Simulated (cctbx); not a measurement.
**Which space group?**

Cell: a = 9.2930 Å, b = 10.3820 Å, c = 4.2110 Å, α = 90.00°, β = 90.00°, γ = 90.00°. Expected content of the cell: Dy4 Ga12 Zn6.

The data are simulated with cctbx, not measured: Mo Kα, λ = 0.71073 Å, to d = 0.75 Å, 50 % of the full sphere, strongest reflection 5000 counts, noise from counting, a 2 % proportional error and a noise floor of 8 counts (s.d.); no absorption.

A first pass over the reflections prints:

```text
1995 reflections to d = 0.751 A
centring   violations  <I/sigma> of those
    A        365 of  1005      4.8
    B        365 of   989      4.9
    C          0 of   980     -0.0
    I        346 of   981      4.7
    R        468 of  1317      4.7
    F        365 of  1487      3.3
Laue class    unique    Rint  (classes that these axes allow; Friedel mates merged)
C 1 2/m 1         496   0.050
C 2/m 1 1         497   0.048
C m m m           311   0.054
space group    extra absences  I>4sigma  <I/sigma>
C 2 2 21                4          0       0.8  acentric
C 2 2 2                 0          0         -  acentric
C m m 2                 0          0         -  acentric
C 2 m m                 0          0         -  acentric
C m 2 m                 0          0         -  acentric
C m m m                 0          0         -  centric
Wilson B = 0.45 A^2   <|E^2-1|> = 0.724 (0.968 centric, 0.736 acentric)   E^2>4: 1.3 %
shell (A)         n   <I/sigma>
 6.92 - 1.50     46     23.9
 1.50 - 1.19     40     16.9
 1.19 - 1.04     35     19.1
 1.04 - 0.95     40     14.0
 0.95 - 0.88     37     11.5
 0.88 - 0.83     35     11.7
 0.83 - 0.79     35     12.1
 0.79 - 0.75     43     12.3
```

Q: Read the symmetry from these tables.

The reflections that C centring forbids are absent (⟨I/σ⟩ near 0), so the lattice is C.

Rint stays low (0.048 to 0.054) up to C m m m, the highest class in these axes.

6 settings pass the absence test. The most absences obeyed, 4, belong to C 2 2 21 alone.

⟨|E²−1|⟩ = 0.724 leans to a non-centrosymmetric structure. Here that hint misleads: the statistic assumes many like atoms on general positions, and few, heavy or special-position atoms break it. The Wilson B of 0.45 Å² means U ≈ 0.0057 Å².

The true group is Cmmm (no. 65), Laue class mmm, centrosymmetric. It passes the tests but isn't the first choice, because the arrangement of the atoms makes further classes of reflections very weak or absent.

The model was made for the exercise: a known structure type with other elements put in, its volume estimated, not relaxed; displacement parameters are assumed.

[Logs are printed without paths, hosts, clocks, repeated set-up lines and the standing remarks that a program may print on its own settings, such as how far it seeks lower states.]
